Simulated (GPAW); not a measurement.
# Na/Ir(110): work function by functional and basis

Wanted: work functions and dipole of Na/Ir(110), with the cost of each level.

Calculated with GPAW 26.7.0; GPAW, PAW setups; slab in vacuum, relaxation, in the first sound run; inputs show where later runs differ.

Report form: the programs' logs are mostly left out.

**1. Starting point**

The cell holds 6 atoms: 5 Ir and 1 Na. Cell: a = 3.840 Å, b = 2.715 Å, c = 23.635 Å, α = 90.0°, β = 90.0°, γ = 90.0°. Vacuum lies along c.

**2. Relaxation**

The atoms are relaxed first, since the surface dipole, and with it the work function, follows the positions of the outer layers. The lowest 3 atoms are held at bulk positions and keep their forces.

Input file run.py:

```python
import json
import numpy as np
from ase import Atoms
from ase.constraints import FixAtoms
from ase.optimize import BFGS
from gpaw import GPAW, PW

slab = Atoms(
    ['Ir', 'Ir', 'Ir', 'Ir', 'Ir', 'Na'],
    positions=[
        [0.00000, 0.00000, 8.00000],
        [1.92000, 1.35765, 9.35765],
        [0.00000, 0.00000, 10.71529],
        [1.92000, 1.35765, 12.07294],
        [0.00000, 0.00000, 13.43058],
        [1.92000, 1.35765, 15.63543]],
    cell=[[3.84, 0.0, 0.0], [0.0, 2.71529, 0.0], [0.0, 0.0, 23.63543]],
    pbc=[True, True, False])

slab.calc = GPAW(mode=PW(400), xc='PBE', kpts={'size': (8, 12, 1), 'gamma': True},
                 occupations={'name': 'fermi-dirac', 'width': 0.1}, nbands='160%',
                 convergence={'density': 1e-05}, maxiter=200,
                 poissonsolver={'dipolelayer': 'xy'},
                 symmetry={'tolerance': 1e-3, 'extra_ids': [1, 1, 1, 0, 0, 0]}, txt='slab.txt')
result = {}
slab.set_constraint(FixAtoms([0, 1, 2]))
path = []
opt = BFGS(slab, maxstep=0.2)
opt.attach(lambda: path.append((slab.get_potential_energy(), slab.positions.tolist(), slab.get_forces().tolist())))
result['relaxed'] = bool(opt.run(fmax=0.03, steps=40))
result['path'] = path
energy = slab.get_potential_energy()
fermi = slab.calc.get_fermi_level()
v = slab.calc.get_electrostatic_potential().mean((0, 1)) - fermi
n = slab.calc.get_pseudo_density().mean((0, 1))
L = slab.cell[2, 2]
z = np.arange(len(v)) * L / len(v)
low, high = slab.positions[:, 2].min(), slab.positions[:, 2].max()
below, above = np.interp([low - 5.8, high + 5.8], z, v)
slopes = [np.interp(x, z, np.gradient(v, z)) for x in (low - 5.8, high + 5.8)]
eps = np.array([[slab.calc.get_eigenvalues(k, s) for k in range(len(slab.calc.get_ibz_k_points()))]
                for s in range(slab.calc.get_number_of_spins())]) - fermi
top, bottom = eps[eps < 0].max(), eps[eps > 0].min()
dipole = slab.get_dipole_moment()[2]
print(f'energy {energy:.4f} eV, Fermi level {fermi:.4f} eV, dipole {dipole:.5f} e A')
print(f'potential 5.8 A off the faces, from the Fermi level: lower {below:.4f} eV, upper {above:.4f} eV')
print(f'slope of the potential there: lower {slopes[0]:.5f}, upper {slopes[1]:.5f} eV/A')
print(f'nearest levels on the mesh: {top:.4f} and {bottom:.4f} eV')
print('magnetic moment', round(slab.get_magnetic_moment(), 3))
result.update(energy=energy, fermi=fermi, dipole=dipole, below=below, above=above, slopes=slopes, edges=[top, bottom],
              z=z.tolist(), v=v.tolist(), n=n.tolist(), positions=slab.positions.tolist(),
              forces=slab.get_forces(apply_constraint=False).tolist(), moments=slab.get_magnetic_moments().tolist())
json.dump(result, open('result.json', 'w'))
```

Command:

```bash
> OMP_NUM_THREADS=1 OPENBLAS_NUM_THREADS=1 python run.py
```

It took 52 min on 1 thread of Arm Neoverse V2, shared host; peak memory 0.39 GiB.

Step by step:

| step | energy less that of the first step (eV) | largest force (eV/Å) |
| --- | --- | --- |
| 1 | 0.0000 | 1.2337 |
| 2 | -0.0293 | 1.0273 |
| 3 | -0.1065 | 0.4805 |
| 4 | -0.1128 | 0.4613 |
| 5 | -0.1477 | 0.3577 |
| 6 | -0.1525 | 0.2925 |
| 7 | -0.1562 | 0.2692 |
| 8 | -0.1593 | 0.3385 |
| 9 | -0.1686 | 0.4017 |
| 10 | -0.1765 | 0.2903 |
| 11 | -0.1810 | 0.0674 |
| 12 | -0.1813 | 0.0083 |

The atoms that moved most (Å):

| atom | dx | dy | dz | length |
| --- | --- | --- | --- | --- |
| Na6 | 0.000 | 0.000 | -0.323 | 0.323 |
| Ir4 | 0.000 | 0.000 | 0.099 | 0.099 |
| Ir5 | 0.000 | 0.000 | -0.047 | 0.047 |

The relaxed structure:

```xyz
6
Lattice="3.8400 0.0000 0.0000 0.0000 2.7153 0.0000 0.0000 0.0000 23.6354" Properties=species:S:1:pos:R:3
Ir    0.0000    0.0000    8.0000
Ir    1.9200    1.3576    9.3576
Ir    0.0000    0.0000   10.7153
Ir    1.9200    1.3576   12.1724
Ir    0.0000    0.0000   13.3833
Na    1.9200    1.3576   15.3125
```

This step gave:

```
dipole along the normal                    : 0.1513 e·Å
levels nearest the Fermi level on the mesh : -0.002138, 0.002111 eV from the Fermi level
upper work function                        : 2.465 eV
lower work function                        : 5.094 eV
```

The electrostatic potential energy of an electron (without an applied field's), less the Fermi level, planar mean oscillates, so the rows of the table below give means over windows of 0.5 Å about each position, cut where the curve ends. Its maxima inside the range that stand out by 2 % of the span (Å: eV): 2.43: 5.09, 8.65: -10.2, 10.02: -10.7, 11.40: -8.91, 12.77: -13.5, 14.56: -0.0302. Its minima: 8.02: -17.7, 9.39: -18.9, 10.66: -18.6, 12.24: -19.2, 13.29: -18.4, 15.30: -3.86.

Table of electrostatic potential energy of an electron (without an applied field's), less the Fermi level, planar mean by z; means over each step:

z (Å), electrostatic potential energy of an electron (without an applied field's), less the Fermi level, planar mean (eV) and a bar from the least value:
```
      0.0        4.3 #############################
      0.5        5.0 ##############################
      1.0        5.1 ##############################
      1.5        5.1 ##############################
      2.0        5.1 ##############################
      2.5        5.1 ##############################
      3.0        5.1 ##############################
      3.5        5.1 ##############################
      4.0        5.1 ##############################
      4.5        5.1 ##############################
      5.0        5.1 ##############################
      5.5        5.0 ##############################
      6.0        4.8 ##############################
      6.5        4.1 #############################
      7.0        1.4 #########################
      7.5       -7.4 #############
      8.0      -16.5 #
      8.5      -12.0 #######
      9.0      -14.2 ####
      9.5      -17.3 
     10.0      -11.7 #######
     10.5      -16.3 #
     11.0      -14.8 ###
     11.5       -9.9 ##########
     12.0      -16.8 #
     12.5      -16.2 #
     13.0      -15.4 ##
     13.5      -16.3 #
     14.0       -5.6 ################
     14.5       -0.4 #######################
     15.0       -2.3 ####################
     15.5       -3.3 ###################
     16.0       -0.8 ######################
     16.5        1.0 ########################
     17.0        1.8 ##########################
     17.5        2.1 ##########################
     18.0        2.3 ##########################
     18.5        2.4 ##########################
     19.0        2.4 ##########################
     19.5        2.5 ##########################
     20.0        2.5 ##########################
     20.5        2.5 ##########################
     21.0        2.5 ##########################
     21.5        2.5 ##########################
     22.0        2.5 ##########################
     22.5        2.5 ##########################
     23.0        2.5 ##########################
     23.5        2.9 ###########################
```

The pseudo valence density, planar mean oscillates, so the rows of the table below give means over windows of 1 Å about each position, cut where the curve ends. Its maxima inside the range that stand out by 2 % of the span (Å: e/Å³): 8.0: 1.46, 9.3: 1.47, 10.8: 1.48, 12.2: 1.50, 13.3: 1.46, 15.4: 0.796. Its minima: 8.7: 0.693, 10.1: 0.709, 11.4: 0.612, 12.9: 0.868, 14.6: 0.164.

Table of pseudo valence density, planar mean by z; means over each step:

| z (Å) | pseudo valence density, planar mean (e/Å³) |
| --- | --- |
| 4 | 6.8e-5 |
| 5 | 8.9e-4 |
| 6 | 0.0127 |
| 7 | 0.205 |
| 8 | 1.09 |
| 9 | 1.06 |
| 10 | 0.939 |
| 11 | 1.05 |
| 12 | 1.13 |
| 13 | 1.13 |
| 14 | 0.575 |
| 15 | 0.479 |
| 16 | 0.185 |
| 17 | 0.00949 |
| 18 | 0.00227 |
| 19 | 4.5e-4 |
| 20 | 8.1e-5 |

The relaxation lowered the energy of the cell by 0.181 eV (energies extrapolated to zero smearing; the optimiser's log prints free energies). The largest force left on a free atom is 0.0083 eV/Å.

**3. Plane waves, PBE**

With the geometry fixed, the planar mean of the potential gives the vacuum level on each side.

This step: GPAW, PAW setups; slab in vacuum (GPAW 26.7.0).

Edit run.py of step 2 so:

```diff
@@ -3,4 +3,2 @@
 from ase import Atoms
-from ase.constraints import FixAtoms
-from ase.optimize import BFGS
 from gpaw import GPAW, PW
@@ -13,5 +11,5 @@
         [0.00000, 0.00000, 10.71529],
-        [1.92000, 1.35765, 12.07294],
-        [0.00000, 0.00000, 13.43058],
-        [1.92000, 1.35765, 15.63543]],
+        [1.92000, 1.35765, 12.17238],
+        [0.00000, 0.00000, 13.38333],
+        [1.92000, 1.35765, 15.31251]],
     cell=[[3.84, 0.0, 0.0], [0.0, 2.71529, 0.0], [0.0, 0.0, 23.63543]],
@@ -23,10 +21,4 @@
                  poissonsolver={'dipolelayer': 'xy'},
-                 symmetry={'tolerance': 1e-3, 'extra_ids': [1, 1, 1, 0, 0, 0]}, txt='slab.txt')
+                 symmetry={'tolerance': 1e-3}, txt='slab.txt')
 result = {}
-slab.set_constraint(FixAtoms([0, 1, 2]))
-path = []
-opt = BFGS(slab, maxstep=0.2)
-opt.attach(lambda: path.append((slab.get_potential_energy(), slab.positions.tolist(), slab.get_forces().tolist())))
-result['relaxed'] = bool(opt.run(fmax=0.03, steps=40))
-result['path'] = path
 energy = slab.get_potential_energy()
```

The job ended after 5.9 min (1 thread; peak memory 0.38 GiB).

Numbers from this step:

* dipole along the normal: 0.1516 e·Å
* levels nearest the Fermi level on the mesh: -0.002137, 0.002120 eV from the Fermi level

The electrostatic potential energy of an electron (without an applied field's), less the Fermi level, planar mean oscillates, so the rows of the table below give means over windows of 1 Å about each position, cut where the curve ends. Its maxima inside the range that stand out by 2 % of the span (Å: eV): 2.2: 5.09, 8.7: -10.2, 10.0: -10.7, 11.4: -8.91, 12.8: -13.5, 14.6: -0.0303. Its minima: 8.0: -17.7, 9.4: -18.9, 10.7: -18.6, 12.2: -19.2, 13.3: -18.4, 15.3: -3.86.

The electrostatic potential energy of an electron (without an applied field's), less the Fermi level, planar mean by z; means over each step:

| z (Å) | electrostatic potential energy of an electron (without an applied field's), less the Fermi level, planar mean (eV) |
| --- | --- |
| 0 | 4.60 |
| 1 | 5.09 |
| 2 | 5.09 |
| 3 | 5.09 |
| 4 | 5.09 |
| 5 | 5.07 |
| 6 | 4.78 |
| 7 | 0.612 |
| 8 | -14.2 |
| 9 | -14.4 |
| 10 | -13.5 |
| 11 | -14.3 |
| 12 | -15.5 |
| 13 | -15.9 |
| 14 | -6.56 |
| 15 | -2.14 |
| 16 | -0.914 |
| 17 | 1.71 |
| 18 | 2.32 |
| 19 | 2.44 |
| 20 | 2.46 |
| 21 | 2.46 |
| 22 | 2.46 |
| 23 | 2.57 |

The pseudo valence density, planar mean by z:

z (Å), pseudo valence density, planar mean (e/Å³) and a bar:
```
     0.00       0.00 
     0.63       0.00 
     1.27       0.00 
     1.90       0.00 
     2.53       0.00 
     3.17       0.00 
     3.80       0.00 
     4.43       0.00 
     5.06       0.00 
     5.70       0.00 
     6.33       0.02 
     6.96       0.13 ###
     7.60       0.74 ###############
     8.23       1.21 #########################
     8.86       0.78 ################
     9.50       1.39 ############################
    10.13       0.71 ##############
    10.76       1.48 ##############################
    11.40       0.61 ############
    12.03       1.39 ############################
    12.66       0.88 ##################
    13.29       1.46 ##############################
    13.93       0.53 ###########
    14.56       0.16 ###
    15.19       0.78 ################
    15.83       0.18 ####
    16.46       0.02 
    17.09       0.01 
    17.73       0.00 
    18.36       0.00 
    18.99       0.00 
    19.63       0.00 
    20.26       0.00 
    20.89       0.00 
    21.53       0.00 
    22.16       0.00 
    22.79       0.00 
    23.42       0.00
```

Force by atom:

| atom | x (eV/Å) | y (eV/Å) | z (eV/Å) | size |
| --- | --- | --- | --- | --- |
| Ir1 | 0.00 | 0.00 | 1.44 | 1.44 |
| Ir2 | 0.00 | 0.00 | -1.02 | 1.02 |
| Ir3 | 0.00 | 0.00 | -0.44 | 0.44 |
| Ir4 | 0.00 | 0.00 | 0.01 | 0.01 |
| Ir5 | 0.00 | 0.00 | 0.00 | 0.00 |
| Na6 | 0.00 | 0.00 | 0.00 | 0.00 |

The potential is flat to 0.001 eV/Å where it is read, so the vacuum is wide enough.

**4. Self-consistent run: xc = "vdW-DF2"**

The same geometry under vdW-DF2, to see how far the functional moves the levels against the vacuum (the van der Waals functionals take revPBE setups).

Edit run.py of step 3 so:

```diff
@@ -17,3 +17,3 @@
 
-slab.calc = GPAW(mode=PW(400), xc='PBE', kpts={'size': (8, 12, 1), 'gamma': True},
+slab.calc = GPAW(mode=PW(400), xc='vdW-DF2', kpts={'size': (8, 12, 1), 'gamma': True},
                  occupations={'name': 'fermi-dirac', 'width': 0.1}, nbands='160%',
```

Run time: 6.3 min. Hardware: 1 thread; peak memory 0.53 GiB.

This step gave:

```
dipole along the normal                    : 0.1546 e·Å
levels nearest the Fermi level on the mesh : -0.02363, 0.004577 eV from the Fermi level
upper work function                        : 2.748 eV
lower work function                        : 5.431 eV
```

The electrostatic potential energy of an electron (without an applied field's), less the Fermi level, planar mean oscillates, so the rows of the table below give means over windows of 1 Å about each position, cut where the curve ends. Its maxima inside the range that stand out by 2 % of the span (Å: eV): 2.0: 5.43, 8.7: -10.5, 10.0: -11.0, 11.4: -9.22, 12.8: -13.8, 14.6: -0.231. Its minima: 8.0: -17.9, 9.4: -19.2, 10.7: -18.9, 12.2: -19.5, 13.3: -18.7, 15.3: -3.91.

Electrostatic potential energy of an electron (without an applied field's), less the Fermi level, planar mean against z; means over each step:

| z (Å) | electrostatic potential energy of an electron (without an applied field's), less the Fermi level, planar mean (eV) |
| --- | --- |
| 0 | 4.93 |
| 1 | 5.43 |
| 2 | 5.43 |
| 3 | 5.43 |
| 4 | 5.43 |
| 5 | 5.40 |
| 6 | 5.03 |
| 7 | 0.628 |
| 8 | -14.4 |
| 9 | -14.7 |
| 10 | -13.8 |
| 11 | -14.6 |
| 12 | -15.8 |
| 13 | -16.1 |
| 14 | -6.80 |
| 15 | -2.25 |
| 16 | -0.845 |
| 17 | 1.89 |
| 18 | 2.56 |
| 19 | 2.71 |
| 20 | 2.74 |
| 21 | 2.75 |
| 22 | 2.75 |
| 23 | 2.86 |

The pseudo valence density, planar mean oscillates, so the rows of the table below give means over windows of 1 Å about each position, cut where the curve ends. Its maxima inside the range that stand out by 2 % of the span (Å: e/Å³): 8.0: 1.46, 9.3: 1.47, 10.8: 1.48, 12.2: 1.50, 13.3: 1.46, 15.4: 0.796. Its minima: 8.7: 0.692, 10.1: 0.709, 11.4: 0.612, 12.9: 0.869, 14.6: 0.163.

Pseudo valence density, planar mean against z; means over each step:

z (Å), pseudo valence density, planar mean (e/Å³) and a bar:
```
        4       0.00 
        5       0.00 
        6       0.01 
        7       0.20 #####
        8       1.09 #############################
        9       1.06 ############################
       10       0.94 #########################
       11       1.05 ############################
       12       1.13 ##############################
       13       1.13 ##############################
       14       0.57 ###############
       15       0.48 #############
       16       0.19 #####
       17       0.01 
       18       0.00 
       19       0.00 
       20       0.00
```

Force by atom:

| atom | x (eV/Å) | y (eV/Å) | z (eV/Å) | size |
| --- | --- | --- | --- | --- |
| Ir1 | 0.00 | 0.00 | -0.26 | 0.26 |
| Ir2 | 0.00 | 0.00 | -1.47 | 1.47 |
| Ir3 | 0.00 | 0.00 | -0.42 | 0.42 |
| Ir4 | 0.00 | 0.00 | 0.32 | 0.32 |
| Ir5 | 0.00 | 0.00 | 1.62 | 1.62 |
| Na6 | 0.00 | 0.00 | 0.22 | 0.22 |

The upper face's work function is 2.748 eV, against 2.465 eV in the first plane-wave PBE run at this geometry.

**5. Self-consistent run: xc = "RPBE"**

The same geometry under RPBE, to see how far the functional moves the levels against the vacuum.

Edit run.py of step 4 so:

```diff
@@ -17,3 +17,3 @@
 
-slab.calc = GPAW(mode=PW(400), xc='vdW-DF2', kpts={'size': (8, 12, 1), 'gamma': True},
+slab.calc = GPAW(mode=PW(400), xc='RPBE', kpts={'size': (8, 12, 1), 'gamma': True},
                  occupations={'name': 'fermi-dirac', 'width': 0.1}, nbands='160%',
```

Elapsed: 5.9 min, on 1 thread; peak memory 0.38 GiB.

This step gave:

```yaml
dipole_along_the_normal: 0.1471 e·Å
levels_nearest_the_fermi_level_on_the_mesh: -7.75e-4, 0.003127 eV from the Fermi level
upper_work_function: 2.387 eV
lower_work_function: 4.939 eV
```

The electrostatic potential energy of an electron (without an applied field's), less the Fermi level, planar mean oscillates, so the rows of the table below give means over windows of 1 Å about each position, cut where the curve ends. Its maxima inside the range that stand out by 2 % of the span (Å: eV): 2.2: 4.94, 8.7: -10.3, 10.0: -10.8, 11.4: -8.99, 12.8: -13.6, 14.6: -0.167. Its minima: 8.0: -17.7, 9.4: -19.0, 10.7: -18.6, 12.2: -19.2, 13.3: -18.5, 15.3: -3.99.

Table of electrostatic potential energy of an electron (without an applied field's), less the Fermi level, planar mean by z; means over each step:

| z (Å) | electrostatic potential energy of an electron (without an applied field's), less the Fermi level, planar mean (eV) |
| --- | --- |
| 0 | 4.46 |
| 1 | 4.94 |
| 2 | 4.94 |
| 3 | 4.94 |
| 4 | 4.94 |
| 5 | 4.91 |
| 6 | 4.62 |
| 7 | 0.486 |
| 8 | -14.3 |
| 9 | -14.5 |
| 10 | -13.6 |
| 11 | -14.3 |
| 12 | -15.5 |
| 13 | -16.0 |
| 14 | -6.66 |
| 15 | -2.28 |
| 16 | -1.05 |
| 17 | 1.61 |
| 18 | 2.23 |
| 19 | 2.36 |
| 20 | 2.38 |
| 21 | 2.39 |
| 22 | 2.39 |
| 23 | 2.49 |

The upper face's work function is 2.387 eV, against 2.465 eV in the first plane-wave PBE run at this geometry.

**6. OptPBE vdW: xc = "optPBE-vdW"**

The same geometry under optPBE-vdW, to see how far the functional moves the levels against the vacuum (the van der Waals functionals take revPBE setups).

Edit run.py of step 5 so:

```diff
@@ -17,3 +17,3 @@
 
-slab.calc = GPAW(mode=PW(400), xc='RPBE', kpts={'size': (8, 12, 1), 'gamma': True},
+slab.calc = GPAW(mode=PW(400), xc='optPBE-vdW', kpts={'size': (8, 12, 1), 'gamma': True},
                  occupations={'name': 'fermi-dirac', 'width': 0.1}, nbands='160%',
```

The job ended after 6.8 min (1 thread; peak memory 0.53 GiB).

This step gave:

```yaml
dipole_along_the_normal: 0.1530 e·Å
levels_nearest_the_fermi_level_on_the_mesh: -8.60e-4, 0.005358 eV from the Fermi level
upper_work_function: 2.628 eV
lower_work_function: 5.284 eV
```

The electrostatic potential energy of an electron (without an applied field's), less the Fermi level, planar mean oscillates, so the rows of the table below give means over windows of 1 Å about each position, cut where the curve ends. Its maxima inside the range that stand out by 2 % of the span (Å: eV): 2.0: 5.28, 8.7: -10.2, 10.0: -10.7, 11.4: -8.89, 12.8: -13.5, 14.6: -0.0926. Its minima: 8.0: -17.6, 9.4: -18.9, 10.7: -18.5, 12.2: -19.1, 13.3: -18.4, 15.3: -3.88.

Electrostatic potential energy of an electron (without an applied field's), less the Fermi level, planar mean against z; means over each step:

z (Å), electrostatic potential energy of an electron (without an applied field's), less the Fermi level, planar mean (eV) and a bar from the least value:
```
        0        4.8 #############################
        1        5.3 ##############################
        2        5.3 ##############################
        3        5.3 ##############################
        4        5.3 ##############################
        5        5.3 ##############################
        6        4.9 #############################
        7        0.7 #######################
        8      -14.2 ##
        9      -14.4 ##
       10      -13.5 ###
       11      -14.2 ##
       12      -15.4 #
       13      -15.8 
       14       -6.6 #############
       15       -2.2 ###################
       16       -0.9 #####################
       17        1.8 #########################
       18        2.4 ##########################
       19        2.6 ##########################
       20        2.6 ##########################
       21        2.6 ##########################
       22        2.6 ##########################
       23        2.7 ##########################
```

The upper face's work function is 2.628 eV, against 2.465 eV in the first plane-wave PBE run at this geometry.

**7. Self-consistent run: xc = "LDA"**

The same geometry under LDA, to see how far the functional moves the levels against the vacuum.

Edit run.py of step 6 so:

```diff
@@ -17,3 +17,3 @@
 
-slab.calc = GPAW(mode=PW(400), xc='optPBE-vdW', kpts={'size': (8, 12, 1), 'gamma': True},
+slab.calc = GPAW(mode=PW(400), xc='LDA', kpts={'size': (8, 12, 1), 'gamma': True},
                  occupations={'name': 'fermi-dirac', 'width': 0.1}, nbands='160%',
```

Elapsed: 5.5 min, on 1 thread; peak memory 0.38 GiB.

This step gave:

```
dipole along the normal                    : 0.1647 e·Å
levels nearest the Fermi level on the mesh : -0.001274, 0.009981 eV from the Fermi level
upper work function                        : 2.590 eV
lower work function                        : 5.449 eV
```

The upper face's work function is 2.590 eV, against 2.465 eV in the first plane-wave PBE run at this geometry.

(Continued in part 2 of 2.)

[Logs are printed without paths, hosts, clocks, repeated set-up lines and the standing remarks that a program may print on its own settings, such as how far it seeks lower states.]

[Hosts, paths, dates, database ids (printed as entryN), source tags and the programs' standing remarks are cut or masked in the printed files.]
